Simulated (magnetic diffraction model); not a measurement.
# Which magnetic order? PrAl4Os8

Space group I4/mmm (no. 139), a = 9.0710 Å, c = 5.0480 Å.

```csv
site,atom,x,y,z
8j,Os,0.2712,1/2,0
8i,Os,0.8630,1/2,1/2
2a,Pr,0,0,0
8f,Al,1/4,3/4,3/4
```

This is a made-up structure (elements placed in a structure type, unrelaxed), so the numbers test the method and describe no known phase.

Only Pr is taken to order (form factors of Pr3+); orders and moment sizes are assumed, and not adapted to the symmetry. Radiation: neutrons of λ = 2.36 Å, 8° to 100°; isotropic B of 0.28 Å² (Os), 0.23 Å² (Pr) and 0.41 Å² (Al). Simulated constant-wavelength pattern: nuclear and magnetic terms add, the magnetic one as |2.695 fm × Σ f S⊥ exp(2πi Q·r) exp(−B s²)|², summed over all Q at one angle with the factor 1/(sin²θ cos θ). For collinear order S is the moment m, which repeats by lattice and centring translations R with the sign exp(−2πi k·R). Free-ion form factors, Sears's scattering lengths of 1992, no absorption; a label names one of the reflections at its angle. The strongest nuclear line in the range is 100, and lines under 0.2 are left out.

Above the ordering temperature:

```tsv
2θ (°)	index	I
21.20	(1 1 0)	23.8
30.16	(2 0 0)	3.7
31.03	(1 0 1)	11.0
43.18	(2 2 0)	17.3
43.82	(2 1 1)	2.1
48.58	(3 1 0)	0.3
54.12	(3 0 1)	26.2
55.75	(0 0 2)	37.8
60.32	(1 1 2)	7.1
62.71	(4 0 0)	37.6
63.21	(3 2 1)	100.0
64.69	(2 0 2)	28.5
67.00	(3 3 0)	5.7
71.15	(4 2 0)	21.9
71.62	(4 1 1)	92.8
73.02	(2 2 2)	56.0
77.03	(3 1 2)	0.3
83.11	(5 1 0)	3.4
87.44	(4 3 1)	1.7
88.78	(4 0 2)	14.0
91.00	(1 0 3)	2.0
92.66	(3 3 2)	7.9
```
(The table stops after 22 lines; 5 more lie at higher angle.)

Below it (cell unchanged):

| 2θ (°) | I |
| --- | --- |
| 10.55 | 2.4 |
| 21.20 | 23.8 |
| 23.74 | 0.9 |
| 29.10 | 1.2 |
| 30.16 | 3.7 |
| 31.03 | 11.0 |
| 32.04 | 0.2 |
| 36.28 | 1.2 |
| 38.74 | 0.3 |
| 42.40 | 0.4 |
| 43.18 | 17.3 |
| 43.82 | 2.1 |
| 44.58 | 0.3 |
| 47.88 | 0.6 |
| 48.58 | 0.3 |
| 52.91 | 0.5 |
| 54.12 | 26.2 |
| 54.76 | 0.2 |
| 55.75 | 37.8 |
| 56.91 | 0.3 |
| 60.32 | 7.1 |
| 61.43 | 0.5 |
| 62.12 | 0.5 |
| 62.71 | 37.6 |
| 63.21 | 100.0 |
| 64.69 | 28.5 |
| 65.76 | 0.2 |
| 66.42 | 0.3 |
| 67.00 | 5.7 |
| 69.95 | 0.3 |
| 71.15 | 21.9 |
| 71.62 | 92.8 |
| 73.02 | 56.0 |
| 74.03 | 0.3 |
| 74.66 | 0.2 |
| 77.03 | 0.3 |
(The table stops after 36 lines; 13 more lie at higher angle.)

**Question.** Check that the new lines index with k = (1/2 1/2 1), then choose among these models:
A. collinear moments along [101], 2.1 μB on Pr
B. collinear moments along [010], 2.1 μB on Pr
C. collinear moments along [001], 2.1 μB on Pr

The new lines index as (1/2 -1/2 0) at 10.55°, (3/2 1/2 0) at 23.74°, (1/2 1/2 1) at 29.10° and (3/2 -1/2 1) at 36.28°, that is as H ± k with k = (1/2 1/2 1), one of 2 inequivalent arms of its star (k and −k counted as one), which a powder can't tell apart. Half indices mean that the moments reverse under translations with k·R a half-integer, and the magnetic cell has twice the primitive volume.

Magnetic intensity, observed (below minus above) and for each model:

| 2θ (°) | index | observed | A | B | C |
| --- | --- | --- | --- | --- | --- |
| 10.55 | (1/2 -1/2 0) | 2.4 | 3.0 | 2.4 | 4.8 |
| 23.74 | (3/2 1/2 0) | 0.9 | 1.2 | 0.9 | 1.9 |
| 29.10 | (1/2 1/2 1) | 1.2 | 0.9 | 1.2 | <0.2 |
| 32.04 | (3/2 -3/2 0) | 0.2 | 0.3 | 0.2 | 0.5 |
| 36.28 | (3/2 -1/2 1) | 1.2 | 1.1 | 1.2 | 0.7 |
| 38.74 | (5/2 -1/2 0) | 0.3 | 0.4 | 0.3 | 0.7 |
| 44.58 | (5/2 3/2 0) | 0.3 | 0.3 | 0.3 | 0.5 |
| 54.76 | (7/2 1/2 0) | 0.2 | 0.3 | 0.2 | 0.5 |

Model B matches.

The structure used: k = (1/2 1/2 1), collinear moments along [010], 2.1 μB on Pr.

[Logs are printed without paths, hosts, clocks, repeated set-up lines and the standing remarks that a program may print on its own settings, such as how far it seeks lower states.]
